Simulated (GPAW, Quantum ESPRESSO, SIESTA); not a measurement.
# Out-of-plane response of fcc Ir under biaxial strain, QE, PBE

Calculated with Quantum ESPRESSO 7.5: PBE; plane waves, GBRV 1.5 ultrasoft, 45/270 Ry; k-mesh 8×8×8. The first two cell vectors are strained alike from typed lattice constants; the third vector's length and the atoms are relaxed.

```
in-plane strain (%)  100 ln(c/c at zero strain)
                 -4                       3.407
                 -3                       2.499
                 -2                       1.635
                 -1                         0.8
                  0                           0
                 +1                      -0.787
                 +2                       -1.58
                 +3                           ?
                 +4                      -3.173
```

Task: Fit a second-order form in the logarithmic strain to the rows given and interpolate to the withheld row.

**Working.**

With u = ln[(1 + ε)/(1 + ε0)], counted from the row at ε0 = +0 % where y0 = 0, a second-order form y = y0 + a u + b u² makes v = (y − y0)/u a line in u.

| u | v |
| --- | --- |
| -0.0408220 | -83.4599 |
| -0.0304592 | -82.0442 |
| -0.0202027 | -80.9297 |
| -0.0100503 | -79.5993 |
| 0.00995033 | -79.0928 |
| 0.0198026 | -79.7874 |
| 0.0392207 | -80.9011 |

With n = 7: mean u = -0.00465151, mean v = -80.8306, Σ(u − ū)² = 0.0049813, Σ(u − ū)(v − v̄) = 0.16911. Slope b = 0.16911 / 0.0049813 = 33.948; intercept a = v̄ − b ū = -80.673.

At the withheld row u = 0.02956, v = a + b u = -79.67, and y = y0 + u v.

Prediction at +3: -2.355. The run gave -2.371, so the fit is high by 0.016 (0.68 % of the value).

The first-order term says that the third edge changes by -0.81 % for each per cent of in-plane stretch at ε0. The second-order term makes up 1.3 % of v at the withheld row. Among the rows given, the largest miss of the fit is at +4, by 0.061 (0.93 % of the range of the table).

Limits: The nuclei are static. The DFT runs use Fermi–Dirac occupations of width 0.1 eV, and energies are free energies.

[Logs are printed without paths, hosts, clocks, repeated set-up lines and the standing remarks that a program may print on its own settings, such as how far it seeks lower states.]

[Hosts, paths, dates, database ids (printed as entryN), source tags and the programs' standing remarks are cut or masked in the printed files.]
